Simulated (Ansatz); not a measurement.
# Ca2La, from a guessed structure to a relaxed one

This structure for Ca2La is made up. Its elements were placed in a known structure type with a cell scaled to their sizes. What cell does the guess relax to, and how far off was it?

Calculated with Ansatz 0.2.0; DFT, PBE, plane-wave PAW, default files, scalar-relativistic, no spin, cell and ions relaxed at zero pressure, in the first sound run; inputs show where later runs differ.

**1. Starting point**

Symmetry: P6/mmm, No. 191, hexagonal system. Conventional cell: a = 5.562 Å, b = 5.562 Å, c = 3.918 Å, α = 90.00°, β = 90.00°, γ = 120.00°. Nearest to La lie 12 Ca at 3.76 Å and 2 La at 3.92 Å. Nearest to Ca lie 3 Ca at 3.21 Å and 6 La at 3.76 Å. Farther neighbours are not listed.

**2. Relaxing cell and atoms**

The guess takes its coordinates from another compound and its volume from a rule, so the cell and any free coordinates are relaxed together.

Contents of input.yaml:

```yaml
crystal:
  lattice:
    - [5.562, 0.0, 0.0]
    - [-2.781, 4.816833296, 0.0]
    - [0.0, 0.0, 3.918]
  atoms:
    - { symbol: La, position: [0.0, 0.0, 0.0] }
    - { symbol: Ca, position: [0.666666667, 0.333333333, 0.5] }
    - { symbol: Ca, position: [0.333333333, 0.666666667, 0.5] }
kpoints:
  mp_grid: { grid: [6, 6, 7] }
scf:
  occupations: { method: fermi_dirac, width: 0.05 }
hamiltonian:
  xc: pbe
  pseudopotentials: { kind: paw }
relax:
  f_tol: 0.015
  max_steps: 70
  cell: {}
output:
  forces: true
  stress: true
```

Launch:

```bash
> ansatz run input.yaml --threads 4 --pin off --max-ram 8192MiB --backend cpu --events-out ev --progress --plain --runs-dir out
```

Numbers of over 12 decimals in the logs are rounded to 6 here.

Output:

```text
Engine: ansatz 0.2.0, aarch64-unknown-linux-gnu
Pseudopotentials: kind: paw
Pseudopotential: La, paw, valence charge 11, recommended cutoff 420 eV (normal), La.paw.azcp
Pseudopotential: Ca, paw, valence charge 10, recommended cutoff 420 eV (normal), Ca.paw.azcp
Functional definition: PBE
  parameter kappa = 0.804
  parameter beta = 0.066725
  exchange = pbe_x(kappa = kappa, mu = beta*pi^2/3)
  correlation = pbe_c(beta = beta)
Crystal: 3 atoms, lattice volume = 104.968 Å³
Basis set: ecut = 420 eV, 2077 PW (Γ), exchange–correlation on 80×80×54 points (8 copies of the dense FFT grid, shifted against one another)
Bands: 20, of which v1, the nominal top of the filled ones, is band 16 counted from 1 (15 counted from 0)
Symmetry: 24 space group operations
Space group: P6/mmm (ITA 191), of the structure as read, at distance tolerance 4.7e-5 Å
k-points: 28 of 252
Non-local potential: La, projectors of the file, l = 0: 3, l = 1: 2, l = 2: 2, l = 3: 3
Non-local potential: Ca, projectors of the file, l = 0: 3, l = 1: 2, l = 2: 2
PAW form: soft (Blöchl's): semilocal exchange-correlation on the pseudo side does not see the compensation charge
PAW one-centre angular grid: La, 590 points (default); XC on 64 Gauss nodes
PAW one-centre angular grid: Ca, 110 points (default); XC on 64 Gauss nodes
Initial density: superposition of atomic densities (neutral atoms: chi_scale 0, normalization atom), corrected by the library's trained network
Initial wavefunctions: pseudopotential atomic-orbital guess
Functional: x = pbe(κ = 0.804, μ = 0.219515), c = pbe(β = 0.066725)
SCF iter   1: F=—  HF=-9883.107093 eV  |F-HF|=—  |Δ(HF+E_count)|=         —  Δρ=2.77e-3  dr2=1.78e-2  ethr=1.77e-3  ⟨swp⟩=7.3  Hψ=3038  notcnv=0
preconditioner: auto → Kerker (q_TF=auto, 2.226 Å⁻¹)  [metal: Δε(μ)=0.024 eV  Ē_g=1.981 eV  σ=0.050 eV  W_gap=0.12  n_scr=20 (ndim 8)  ℏωp=9.6 eV  f_vac=0.000  D(μ)=5.29/eV (n_scr^D=44)]
SCF iter   2: F=—  HF=-9883.109133 eV  |F-HF|=—  |Δ(HF+E_count)|=   2.04e-3  Δρ=1.57e-3  dr2=5.00e-3  ethr=5.74e-5  ⟨swp⟩=2.6  Hψ=1199  notcnv=0
SCF iter   3: F=—  HF=-9883.109151 eV  |F-HF|=—  |Δ(HF+E_count)|=   1.78e-5  Δρ=3.60e-4  dr2=3.79e-4  ethr=1.61e-5  ⟨swp⟩=2.3  Hψ=883  notcnv=0
SCF iter   4: F=—  HF=-9883.109130 eV  |F-HF|=—  |Δ(HF+E_count)|=   2.15e-5  Δρ=1.24e-4  dr2=2.09e-5  ethr=1.22e-6  ⟨swp⟩=2.0  Hψ=808  notcnv=0
SCF iter   5: F=—  HF=-9883.109170 eV  |F-HF|=—  |Δ(HF+E_count)|=   4.04e-5  Δρ=2.66e-5  dr2=1.14e-6  ethr=6.73e-8  ⟨swp⟩=2.0  Hψ=839  notcnv=0
SCF iter   6: F=-9883.109170 eV  HF=-9883.109170 eV  |F-HF|=6.27e-9  |Δ(HF+E_count)|=   1.00e-7  Δρ=5.81e-6  dr2=5.31e-8  ethr=3.23e-10  ⟨swp⟩=3.9  Hψ=2454  notcnv=0
SCF 1 converged in 6 iterations: F = -9883.109170 eV  dr2 = 5.31e-8
  greatest PAW one-centre occupation: 0.996 electrons in one spin orbital (limit 2), on the Ca atom at site 2 (counted from 0), in its partial waves of l = 0
relax step   1: F+E_penalty+E_count = -9883.10917025 eV  Δ(F+E_penalty+E_count) = +0.000e0 eV  max|allowed force component| = 3.238e-17 eV/Å  Δτ_max = 0.0000 Å  P = +3.736 GPa  Ω = 104.968 Å³  (6 SCF iters, dr2 threshold 1.00e-7 eV, accepted)
Crystal: 3 atoms, lattice volume = 112.550 Å³
Basis set: ecut = 420 eV, 2221 PW (Γ), exchange–correlation on 80×80×54 points (8 copies of the dense FFT grid, shifted against one another)
Initial density: handed on by an earlier stage of this run
Initial wavefunctions: those handed on with the density
iter 1 solved again at ethr=2.76e-5 eV; its pass at ethr=3.10e-3 eV (dr2=8.56e-3 eV) is discarded
SCF iter   1: F=—  HF=-9883.437757 eV  |F-HF|=—  |Δ(HF+E_count)|=         —  Δρ=2.40e-3  dr2=9.15e-3  ethr=2.76e-5  ⟨swp⟩=2.1  Hψ=5216  notcnv=0
preconditioner: auto → Kerker (q_TF=auto, 2.201 Å⁻¹)  [metal: Δε(μ)=0.006 eV  Ē_g=1.878 eV  σ=0.050 eV  W_gap=0.03  n_scr=26 (ndim 8)  ℏωp=9.3 eV  f_vac=0.000  D(μ)=4.78/eV (n_scr^D=44)]
SCF iter   2: F=—  HF=-9883.436542 eV  |F-HF|=—  |Δ(HF+E_count)|=   1.22e-3  Δρ=1.27e-3  dr2=2.00e-3  ethr=2.76e-5  ⟨swp⟩=4.0  Hψ=864  notcnv=0
SCF iter   3: F=—  HF=-9883.436646 eV  |F-HF|=—  |Δ(HF+E_count)|=   1.05e-4  Δρ=3.03e-4  dr2=1.10e-4  ethr=6.46e-6  ⟨swp⟩=2.9  Hψ=1008  notcnv=0
SCF iter   4: F=—  HF=-9883.436716 eV  |F-HF|=—  |Δ(HF+E_count)|=   6.96e-5  Δρ=7.35e-5  dr2=8.61e-6  ethr=3.55e-7  ⟨swp⟩=2.1  Hψ=795  notcnv=0
SCF iter   5: F=—  HF=-9883.436718 eV  |F-HF|=—  |Δ(HF+E_count)|=   2.14e-6  Δρ=1.82e-5  dr2=7.97e-7  ethr=2.78e-8  ⟨swp⟩=2.4  Hψ=930  notcnv=0
SCF iter   6: F=-9883.436718 eV  HF=-9883.436718 eV  |F-HF|=1.76e-10  |Δ(HF+E_count)|=   1.19e-7  Δρ=3.33e-6  dr2=1.65e-8  ethr=9.68e-10  ⟨swp⟩=5.5  Hψ=2441  notcnv=0
SCF 2 converged in 6 iterations: F = -9883.436718 eV  dr2 = 1.65e-8
relax step   2: F+E_penalty+E_count = -9883.43671812 eV  Δ(F+E_penalty+E_count) = -3.275e-1 eV  max|allowed force component| = 1.773e-17 eV/Å  Δτ_max = 0.0000 Å  P = +1.567 GPa  Ω = 112.550 Å³  energy of the carried Pulay correction = -2.254e-4 eV  (6 SCF iters, dr2 threshold 3.00e-7 eV, accepted)
Crystal: 3 atoms, lattice volume = 117.295 Å³
Basis set: ecut = 420 eV, 2275 PW (Γ), exchange–correlation on 80×80×54 points (8 copies of the dense FFT grid, shifted against one another)
iter 1 solved again at ethr=6.42e-5 eV; its pass at ethr=3.10e-3 eV (dr2=1.99e-2 eV) is discarded
SCF iter   1: F=—  HF=-9883.575111 eV  |F-HF|=—  |Δ(HF+E_count)|=         —  Δρ=2.68e-3  dr2=2.09e-2  ethr=6.42e-5  ⟨swp⟩=2.1  Hψ=5576  notcnv=0
preconditioner: auto → Kerker (q_TF=auto, 2.186 Å⁻¹)  [metal: Δε(μ)=0.008 eV  Ē_g=1.841 eV  σ=0.050 eV  W_gap=0.04  n_scr=26 (ndim 8)  ℏωp=9.1 eV  f_vac=0.000  D(μ)=4.79/eV (n_scr^D=44)]
SCF iter   2: F=—  HF=-9883.572661 eV  |F-HF|=—  |Δ(HF+E_count)|=   2.45e-3  Δρ=1.41e-3  dr2=4.49e-3  ethr=6.42e-5  ⟨swp⟩=3.5  Hψ=806  notcnv=0
SCF iter   3: F=—  HF=-9883.572866 eV  |F-HF|=—  |Δ(HF+E_count)|=   2.04e-4  Δρ=3.80e-4  dr2=2.72e-4  ethr=1.45e-5  ⟨swp⟩=2.6  Hψ=878  notcnv=0
SCF iter   4: F=—  HF=-9883.572891 eV  |F-HF|=—  |Δ(HF+E_count)|=   2.52e-5  Δρ=1.42e-4  dr2=5.62e-5  ethr=8.78e-7  ⟨swp⟩=3.0  Hψ=1129  notcnv=0
SCF iter   5: F=—  HF=-9883.572891 eV  |F-HF|=—  |Δ(HF+E_count)|=   3.24e-7  Δρ=3.84e-5  dr2=3.91e-6  ethr=1.81e-7  ⟨swp⟩=2.0  Hψ=646  notcnv=0
SCF iter   6: F=-9883.572892 eV  HF=-9883.572892 eV  |F-HF|=1.21e-8  |Δ(HF+E_count)|=   2.05e-7  Δρ=9.27e-6  dr2=1.49e-7  ethr=9.68e-10  ⟨swp⟩=5.1  Hψ=2952  notcnv=0
SCF 3 converged in 6 iterations: F = -9883.572892 eV  dr2 = 1.49e-7
relax step   3: F+E_penalty+E_count = -9883.57289156 eV  Δ(F+E_penalty+E_count) = -1.362e-1 eV  max|allowed force component| = 3.855e-18 eV/Å  Δτ_max = 0.0000 Å  P = +0.471 GPa  Ω = 117.295 Å³  energy of the carried Pulay correction = -3.518e-4 eV  (6 SCF iters, dr2 threshold 3.00e-7 eV, accepted)
Crystal: 3 atoms, lattice volume = 119.375 Å³
Basis set: ecut = 420 eV, 2311 PW (Γ), exchange–correlation on 80×80×54 points (8 copies of the dense FFT grid, shifted against one another)
iter 1 solved again at ethr=8.51e-7 eV; its pass at ethr=3.10e-3 eV (dr2=2.64e-4 eV) is discarded
SCF iter   1: F=—  HF=-9883.576679 eV  |F-HF|=—  |Δ(HF+E_count)|=         —  Δρ=4.09e-4  dr2=2.34e-4  ethr=8.51e-7  ⟨swp⟩=3.0  Hψ=5152  notcnv=0
preconditioner: auto → Kerker (q_TF=auto, 2.179 Å⁻¹)  [metal: Δε(μ)=0.027 eV  Ē_g=1.860 eV  σ=0.050 eV  W_gap=0.13  n_scr=26 (ndim 8)  ℏωp=9.0 eV  f_vac=0.000  D(μ)=5.02/eV (n_scr^D=44)]
SCF iter   2: F=—  HF=-9883.576599 eV  |F-HF|=—  |Δ(HF+E_count)|=   7.99e-5  Δρ=2.34e-4  dr2=9.01e-5  ethr=7.53e-7  ⟨swp⟩=1.6  Hψ=614  notcnv=0
SCF iter   3: F=—  HF=-9883.576586 eV  |F-HF|=—  |Δ(HF+E_count)|=   1.27e-5  Δρ=4.39e-5  dr2=5.07e-6  ethr=2.91e-7  ⟨swp⟩=2.0  Hψ=970  notcnv=0
SCF iter   4: F=-9883.576586 eV  HF=-9883.576586 eV  |F-HF|=7.53e-8  |Δ(HF+E_count)|=   1.20e-7  Δρ=1.37e-5  dr2=2.83e-7  ethr=9.68e-10  ⟨swp⟩=5.1  Hψ=3014  notcnv=0
SCF 4 converged in 4 iterations: F = -9883.576586 eV  dr2 = 2.83e-7
relax step   4: F+E_penalty+E_count = -9883.57658606 eV  Δ(F+E_penalty+E_count) = -3.695e-3 eV  max|allowed force component| = 9.252e-18 eV/Å  Δτ_max = 0.0000 Å  P = +0.085 GPa  Ω = 119.375 Å³  energy of the carried Pulay correction = -4.103e-4 eV  (4 SCF iters, dr2 threshold 3.00e-7 eV, accepted)
Crystal: 3 atoms, lattice volume = 119.845 Å³
iter 1 solved again at ethr=3.81e-8 eV; its pass at ethr=3.10e-3 eV (dr2=1.18e-5 eV) is discarded
SCF iter   1: F=—  HF=-9883.576747 eV  |F-HF|=—  |Δ(HF+E_count)|=         —  Δρ=1.01e-4  dr2=1.43e-5  ethr=3.81e-8  ⟨swp⟩=3.1  Hψ=4868  notcnv=0
preconditioner: auto → Kerker (q_TF=auto, 2.178 Å⁻¹)  [metal: Δε(μ)=0.022 eV  Ē_g=1.860 eV  σ=0.050 eV  W_gap=0.11  n_scr=26 (ndim 8)  ℏωp=9.0 eV  f_vac=0.000  D(μ)=5.03/eV (n_scr^D=44)]
SCF iter   2: F=—  HF=-9883.576706 eV  |F-HF|=—  |Δ(HF+E_count)|=   4.14e-5  Δρ=5.80e-5  dr2=5.68e-6  ethr=3.81e-8  ⟨swp⟩=1.8  Hψ=622  notcnv=0
SCF iter   3: F=—  HF=-9883.576705 eV  |F-HF|=—  |Δ(HF+E_count)|=   7.06e-7  Δρ=1.14e-5  dr2=3.50e-7  ethr=1.83e-8  ⟨swp⟩=2.0  Hψ=962  notcnv=0
SCF iter   4: F=-9883.576705 eV  HF=-9883.576705 eV  |F-HF|=5.26e-10  |Δ(HF+E_count)|=   1.78e-8  Δρ=3.05e-6  dr2=1.58e-8  ethr=7.31e-11  ⟨swp⟩=4.9  Hψ=2972  notcnv=0
SCF 5 converged in 4 iterations: F = -9883.576705 eV  dr2 = 1.58e-8
relax step   5: F+E_penalty+E_count = -9883.57670537 eV  Δ(F+E_penalty+E_count) = -1.193e-4 eV  max|allowed force component| = 2.467e-17 eV/Å  Δτ_max = 0.0000 Å  P = +0.002 GPa  Ω = 119.845 Å³  energy of the carried Pulay correction = -4.234e-4 eV  (4 SCF iters, dr2 threshold 2.27e-8 eV, accepted)
Basis set: ecut = 420 eV, 2311 PW (Γ), exchange–correlation on 90×90×50 points (8 copies of the dense FFT grid, shifted against one another)
Initial wavefunctions: pseudopotential atomic-orbital guess (no wavefunctions were taken with the density)
iter 1 solved again at ethr=2.61e-6 eV; its pass at ethr=3.10e-3 eV (dr2=8.09e-4 eV) is discarded
SCF iter   1: F=—  HF=-9883.579024 eV  |F-HF|=—  |Δ(HF+E_count)|=         —  Δρ=1.61e-4  dr2=3.98e-6  ethr=2.61e-6  ⟨swp⟩=3.5  Hψ=4708  notcnv=0
eigensolver tolerance schedule: the retry pair's looser diagonalisation over-reported the residual by 202.37 of it (diagonalisation noise at 0.21 of the residual, at the tolerance the schedule requests for it); recorded, not acted on — ethr = c·dr2/N_el stays at c = 1.0e-1
preconditioner: auto → Kerker (q_TF=auto, 2.178 Å⁻¹)  [metal: Δε(μ)=0.022 eV  Ē_g=1.861 eV  σ=0.050 eV  W_gap=0.11  n_scr=26 (ndim 8)  ℏωp=9.0 eV  f_vac=0.000  D(μ)=5.03/eV (n_scr^D=44)]
SCF iter   2: F=—  HF=-9883.579070 eV  |F-HF|=—  |Δ(HF+E_count)|=   4.68e-5  Δρ=8.52e-5  dr2=1.10e-6  ethr=1.28e-8  ⟨swp⟩=2.3  Hψ=919  notcnv=0
SCF iter   3: F=—  HF=-9883.579073 eV  |F-HF|=—  |Δ(HF+E_count)|=   2.75e-6  Δρ=2.89e-6  dr2=1.00e-8  ethr=3.56e-9  ⟨swp⟩=2.0  Hψ=944  notcnv=0
SCF iter   4: F=—  HF=-9883.579073 eV  |F-HF|=—  |Δ(HF+E_count)|=   5.27e-9  Δρ=7.09e-7  dr2=8.88e-10  ethr=3.24e-11  ⟨swp⟩=2.4  Hψ=1014  notcnv=0
SCF iter   5: F=—  HF=-9883.579073 eV  |F-HF|=—  |Δ(HF+E_count)|=  1.42e-10  Δρ=2.97e-7  dr2=2.48e-10  ethr=2.87e-12  ⟨swp⟩=2.6  Hψ=934  notcnv=0
SCF iter   6: F=-9883.579073 eV  HF=-9883.579073 eV  |F-HF|=5.46e-12  |Δ(HF+E_count)|=  1.09e-11  Δρ=7.50e-8  dr2=1.10e-11  ethr=1.00e-12  ⟨swp⟩=5.5  Hψ=2839  notcnv=0
SCF 6 converged in 6 iterations: F = -9883.579073 eV  dr2 = 1.10e-11
relax step   6: F+E_penalty+E_count = -9883.57907311 eV  Δ(F+E_penalty+E_count) = -2.368e-3 eV  max|allowed force component| = 1.850e-17 eV/Å  Δτ_max = 0.0000 Å  P = +0.043 GPa  Ω = 119.845 Å³  stress off target by 6.12e-2 GPa  SCF on the basis re-selected at this cell (its energy is not comparable with the rows above)  (6 SCF iters)
basis re-selected at this cell: Δ(F+E_penalty+E_count) = -2.368e-3 eV, ΔP = +0.041 GPa vs the last step (what re-selecting the basis moved, of the pressure what is left beyond the Pulay correction that the steps carried, after the strain that the cell walked since its last selection, with what the two solves' SCF thresholds leave and, on support functions, any second-order correction that the steps lacked; it is no measure of the basis error at this ecutwfc). The dense FFT grid was sized anew with the basis: this SCF ran on 45×45×25 points, the steps before it on 40×40×27, so part of this shift can come from that change (see relax.cell in the input reference). [rest of the remark cut]
Crystal: 3 atoms, lattice volume = 120.092 Å³
iter 1 solved again at ethr=1.19e-8 eV; its pass at ethr=3.10e-3 eV (dr2=3.70e-6 eV) is discarded
SCF iter   1: F=—  HF=-9883.579076 eV  |F-HF|=—  |Δ(HF+E_count)|=         —  Δρ=5.20e-5  dr2=3.64e-6  ethr=1.19e-8  ⟨swp⟩=3.2  Hψ=4491  notcnv=0
preconditioner: auto → Kerker (q_TF=auto, 2.177 Å⁻¹)  [metal: Δε(μ)=0.019 eV  Ē_g=1.858 eV  σ=0.050 eV  W_gap=0.09  n_scr=26 (ndim 8)  ℏωp=9.0 eV  f_vac=0.000  D(μ)=5.04/eV (n_scr^D=44)]
SCF iter   2: F=—  HF=-9883.579116 eV  |F-HF|=—  |Δ(HF+E_count)|=   4.00e-5  Δρ=2.71e-5  dr2=8.06e-7  ethr=1.17e-8  ⟨swp⟩=2.0  Hψ=679  notcnv=0
SCF iter   3: F=—  HF=-9883.579116 eV  |F-HF|=—  |Δ(HF+E_count)|=   3.74e-8  Δρ=7.81e-6  dr2=1.11e-7  ethr=2.60e-9  ⟨swp⟩=2.2  Hψ=797  notcnv=0
SCF iter   4: F=-9883.579116 eV  HF=-9883.579116 eV  |F-HF|=1.09e-9  |Δ(HF+E_count)|=   1.22e-8  Δρ=1.44e-6  dr2=4.88e-9  ethr=3.02e-11  ⟨swp⟩=3.5  Hψ=2429  notcnv=0
SCF 7 converged in 4 iterations: F = -9883.579116 eV  dr2 = 4.88e-9
relax step   7: F+E_penalty+E_count = -9883.57911613 eV  Δ(F+E_penalty+E_count) = -4.301e-5 eV  max|allowed force component| = 1.773e-17 eV/Å  Δτ_max = 0.0000 Å  P = +0.001 GPa  Ω = 120.092 Å³  energy of the carried Pulay correction = -7.782e-6 eV  (4 SCF iters, dr2 threshold 9.38e-9 eV, accepted)
iter 1 solved again at ethr=2.45e-6 eV; its pass at ethr=3.10e-3 eV (dr2=7.61e-4 eV) is discarded
SCF iter   1: F=—  HF=-9883.579082 eV  |F-HF|=—  |Δ(HF+E_count)|=         —  Δρ=3.36e-6  dr2=1.92e-8  ethr=2.45e-6  ⟨swp⟩=3.4  Hψ=4722  notcnv=0
eigensolver tolerance schedule: the retry pair's looser diagonalisation over-reported the residual by 39553.51 of it (diagonalisation noise at an unbounded share of the residual, at the tolerance the schedule requests for it); recorded, not acted on — ethr = c·dr2/N_el stays at c = 1.0e-1
preconditioner: auto → Kerker (q_TF=auto, 2.177 Å⁻¹)  [metal: Δε(μ)=0.019 eV  Ē_g=1.859 eV  σ=0.050 eV  W_gap=0.09  n_scr=26 (ndim 8)  ℏωp=9.0 eV  f_vac=0.000  D(μ)=5.04/eV (n_scr^D=44)]
SCF iter   2: F=—  HF=-9883.579123 eV  |F-HF|=—  |Δ(HF+E_count)|=   4.10e-5  Δρ=1.65e-6  dr2=2.15e-9  ethr=6.20e-11  ⟨swp⟩=3.9  Hψ=1516  notcnv=0
SCF iter   3: F=—  HF=-9883.579123 eV  |F-HF|=—  |Δ(HF+E_count)|=   6.86e-9  Δρ=9.10e-7  dr2=7.73e-10  ethr=6.92e-12  ⟨swp⟩=1.7  Hψ=661  notcnv=0
SCF iter   4: F=—  HF=-9883.579123 eV  |F-HF|=—  |Δ(HF+E_count)|=   1.88e-9  Δρ=3.13e-7  dr2=1.65e-10  ethr=2.49e-12  ⟨swp⟩=2.0  Hψ=660  notcnv=0
SCF iter   5: F=—  HF=-9883.579123 eV  |F-HF|=—  |Δ(HF+E_count)|=  2.00e-10  Δρ=1.37e-7  dr2=8.46e-11  ethr=1.00e-12  ⟨swp⟩=1.0  Hψ=561  notcnv=0
SCF iter   6: F=-9883.579123 eV  HF=-9883.579123 eV  |F-HF|=1.09e-11  |Δ(HF+E_count)|=  9.09e-12  Δρ=5.63e-8  dr2=1.49e-11  ethr=1.00e-12  ⟨swp⟩=5.6  Hψ=2649  notcnv=0
SCF 8 converged in 6 iterations: F = -9883.579123 eV  dr2 = 1.49e-11
relax step   8: F+E_penalty+E_count = -9883.57912306 eV  Δ(F+E_penalty+E_count) = -6.929e-6 eV  max|allowed force component| = 2.313e-17 eV/Å  Δτ_max = 0.0000 Å  P = +0.001 GPa  Ω = 120.092 Å³  stress off target by 2.47e-3 GPa  SCF on the basis re-selected at this cell (its energy is not comparable with the rows above)  (6 SCF iters)
basis re-selected at this cell: Δ(F+E_penalty+E_count) = -6.929e-6 eV, ΔP = -0.000 GPa vs the last step (what re-selecting the basis moved, of the pressure what is left beyond the Pulay correction that the steps carried, after the strain that the cell walked since its last selection, with what the two solves' SCF thresholds leave and, on support functions, any second-order correction that the steps lacked; it is no m [...]
SCF converged after 6 iterations
Free energy (F): -9883.579123 eV
Harris-Foulkes:  -9883.579123 eV  (|F-HF|=1.09e-11)
Internal energy: -9883.537189 eV  (E = F + TS)
E sigma→0 (E₀):  -9883.558156 eV
Entropy (-TS):   -0.041934 eV (-13.978 meV/atom)
Fermi energy:    6.884809 eV
--- Per-component energies (eV) ---
  E_band       = -400.156211
  E_kinetic    = 744.011405
  E_local      = -2030.442817  (includes V_loc(G=0)·N_el)
  E_nonlocal   = 221.460974
  E_hartree    = 671.076717
  E_xc         = -410.862996
  E_vxc        = -485.946980  (∫ρ·V_xc dr)
  E_paw        = -7131.905668  (= ΣΔE_a)
  E_vpaw       = -191.392200  (= ΣTr[D̂ρ^β])
  E_aug_tail   = -0.000013  (compensation charges beyond the density's cutoff)
  E_ewald      = -1946.874790
  E_smearing   = -0.041934  (= −TS)
  E_closure    = 0.000000  (closes the sum)
  Σ components = -9883.579123   (vs F -9883.579123, Δ=0.00e0)
--- Forces (eV/Å), atoms counted from 1 ---
  atom   1  La    -0.00000000     0.00000000     0.00000000
  atom   2  Ca     0.00000000    -0.00000000     0.00000000
  atom   3  Ca     0.00000000     0.00000000     0.00000000
  max |Σ_I F_I| component: 1.62e-17 eV/Å
--- Stress (GPa, compression-positive) ---
        0.002474       0.000000       0.000000
        0.000000       0.002474      -0.000000
        0.000000      -0.000000      -0.000754
  P = ⅓ Tr σ = 0.0014 GPa (0.014 kbar)
--- Relaxed structure (6 steps of the walk, 6 accepted, 2 SCFs on fresh bases) ---
  F+E_penalty+E_count = -9883.57912306 eV   max|allowed force component| = 2.313e-17 eV/Å   (the final SCF, on the basis selected at the relaxed cell)
  cell:  # Å, volume = 120.0920 Å³
    - [6.162681, 0.0, 0.0]
    - [-3.081341, 5.337038, 0.0]
    - [0.0, 0.0, 3.651272]
  atoms:
    - { symbol: La, position: [0, 0, 0.0] }
    - { symbol: Ca, position: [0.666667, 0.333333, 0.500000] }
    - { symbol: Ca, position: [0.333333, 0.666667, 0.500000] }
```

It took 9.2 s on 4 threads of Arm Neoverse V1, shared host; peak memory 0.45 GiB.

The steps of the relaxation:

```
step  energy less that of the first step (eV)  largest force component (eV/Å)  pressure (GPa)  volume (Å³)
   1                                   0.0000                          0.0000            3.74       104.97
   2                                  -0.3275                          0.0000            1.57       112.55
   3                                  -0.4637                          0.0000            0.47       117.29
   4                                  -0.4674                          0.0000            0.09       119.38
   5                                  -0.4675                          0.0000            0.00       119.85
  6*                                  -0.4699                          0.0000            0.04       119.85
   7                                  -0.4699                          0.0000            0.00       120.09
  8*                                  -0.4700                          0.0000            0.00       120.09
```

Relaxation steps marked * repeat the geometry before them on a plane-wave basis chosen anew for their cell, so energy and pressure can jump there.

Forces are held to the 24 operations that the run works with; a distortion that breaks them can't arise in this run.

```
conventional cell, symmetrised  before  after   change
                         a (Å)   5.562  6.163  +10.8 %
                         b (Å)   5.562  6.163  +10.8 %
                         c (Å)   3.918  3.651   -6.8 %
              volume (Å³/atom)   34.99  40.03  +14.4 %
```

The relaxed structure:

```cif
data_structure
_symmetry_space_group_name_H-M 'P 1'
_symmetry_Int_Tables_number 1
_cell_length_a 6.1627
_cell_length_b 6.1627
_cell_length_c 3.6513
_cell_angle_alpha 90.000
_cell_angle_beta 90.000
_cell_angle_gamma 120.000
_cell_volume 120.09
loop_
_atom_site_label
_atom_site_type_symbol
_atom_site_fract_x
_atom_site_fract_y
_atom_site_fract_z
_atom_site_occupancy
La1 La 0.00000 0.00000 0.00000 1
Ca2 Ca 0.66667 0.33333 0.50000 1
Ca3 Ca 0.33333 0.66667 0.50000 1
```

This step gave:

| Quantity | Value |
| --- | --- |
| free energy | -9883.5791 eV |
| energy at zero smearing | -9883.5582 eV |
| smearing term TS | 0.04193 eV |
| Fermi energy | 6.885 eV |
| electrons | 31 |
| symmetry operations | 24 |
| pressure | 0.001398 GPa |

The shortest distance of each pair, which need not be the same contact before and after:

```
 pair  guess (Å)  relaxed (Å)
Ca–Ca      3.211        3.558
La–La      3.918        3.651
Ca–La      3.762        3.999
```

The relaxation ends with a pressure of 0.00 GPa.

(Continued in part 2 of 2.)

[Logs are printed without paths, hosts, clocks, repeated set-up lines and the standing remarks that a program may print on its own settings, such as how far it seeks lower states.]

[Hosts, paths, dates, database ids (printed as entryN), source tags and the programs' standing remarks are cut or masked in the printed files.]
